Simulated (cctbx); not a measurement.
# What is wrong with this refinement?

Cell a = 8.0060 Å, b = 12.9310 Å, c = 10.4220 Å, α = 90.00°, β = 127.32°, γ = 90.00°; space group P2_1/c (no. 14).

Simulated single-crystal data (cctbx): Cu Kα, λ = 1.54184 Å, to d = 0.8 Å, 70 % of the full sphere, strongest reflection 20000 counts, noise from counting, a 6 % proportional error and a noise floor of 4 counts (s.d.); no absorption.

An isotropic refinement with weights 1/σ² prints:

```text
Rint 0.041, 1725 unique reflections to 0.80 A
cycle     R1     wR2    GooF  max shift (A)
   1  0.1905  0.4853   9.464   0.06819
  12  0.0204  0.0573   1.118   0.36658
final R1 0.0202 wR2 0.0564 GooF 1.099  parameters 32  data/parameter 53.9
atom        x        y        z      Ueq    occ   su(xyz)  su(Uiso or U11)
In1    0.05621  0.93878  0.15929   0.0118  1.000  0.00003  0.0001
Se1    0.14479  0.39089  0.61629   0.0105  1.000  0.00004  0.0001
K1     0.87188  0.69469  0.08456   0.0126  1.000  0.00009  0.0001
K2     0.37584  0.87128  0.02497   0.0152  1.000  0.00010  0.0001
K3     0.35427  0.58302  0.10714   0.0152  1.000  0.00010  0.0001
S1     0.35380  0.82227  0.31894   0.0175  1.000  0.00012  0.0002
S2     0.12904  0.45522  0.23622   0.0173  1.000  0.00012  0.0002
S3     1.17701  0.49977  0.95379   1.0000  1.000  0.00781  0.0350
difference map: max 0.58 min -0.90 rms 0.19
Q1    0.1618  0.6246  0.3525    4    0.59  1.56 A from K2
Q2    0.4080  0.0247  0.7825    4    0.56  1.99 A from S2
Q3    0.3581  0.1891  0.6174    4    0.52  1.77 A from K1
Q4    0.3484  0.0708  0.3422    4    0.52  1.95 A from Se1
Q5    0.4655  0.6458  0.8132    4    0.52  1.02 A from S1
Q6    0.4848  0.7516  0.1917    4    0.52  2.08 A from K2
```

**Question.** Can this result stand? If not, what is the likely fault?

Mend it. The fault: spurious atom: S3. Against the right model at the same level, R1 goes from 0.0181 to 0.0202 and GooF from 0.90 to 1.10 and S3 takes U = the program's ceiling. A site with no density behind it hides by a very large U or drifts. The fit had not settled when the cycles ran out.

The compound is K3InSeS2. The right model at the same level gives:

```text
Rint 0.041, 1725 unique reflections to 0.80 A
cycle     R1     wR2    GooF  max shift (A)
   1  0.3419  0.6927  13.492   0.09500
   2  0.0181  0.0464   0.904   0.00015
final R1 0.0181 wR2 0.0464 GooF 0.904  parameters 28  data/parameter 61.6
atom        x        y        z      Ueq    occ   su(xyz)  su(Uiso or U11)
In1    0.05621  0.93878  0.15929   0.0119  1.000  0.00002  0.0001
Se1    0.14480  0.39089  0.61629   0.0106  1.000  0.00004  0.0001
K1     0.87190  0.69469  0.08455   0.0127  1.000  0.00008  0.0001
K2     0.37584  0.87129  0.02496   0.0153  1.000  0.00008  0.0001
K3     0.35425  0.58300  0.10711   0.0153  1.000  0.00008  0.0001
S1     0.35381  0.82229  0.31894   0.0176  1.000  0.00010  0.0001
S2     0.12901  0.45523  0.23620   0.0174  1.000  0.00010  0.0001
difference map: max 0.54 min -0.54 rms 0.13
Q1    0.3460  0.0690  0.3439    4    0.56  1.96 A from Se1
Q2    0.4059  0.0245  0.7813    4    0.52  1.98 A from S2
Q3    0.1616  0.6245  0.3511    4    0.50  1.57 A from K2
Q4    0.3570  0.1877  0.6172    4    0.45  1.77 A from K1
Q5    0.4888  0.2393  0.0621    4    0.45  1.54 A from S1
Q6    0.4661  0.6453  0.8140    4    0.45  1.02 A from S1
```

The model was made for the exercise: a known structure type with other elements put in, its volume estimated, not relaxed; displacement parameters are assumed.

[Middle refinement cycles are left out of these outputs.]

[Logs are printed without paths, hosts, clocks, repeated set-up lines and the standing remarks that a program may print on its own settings, such as how far it seeks lower states.]
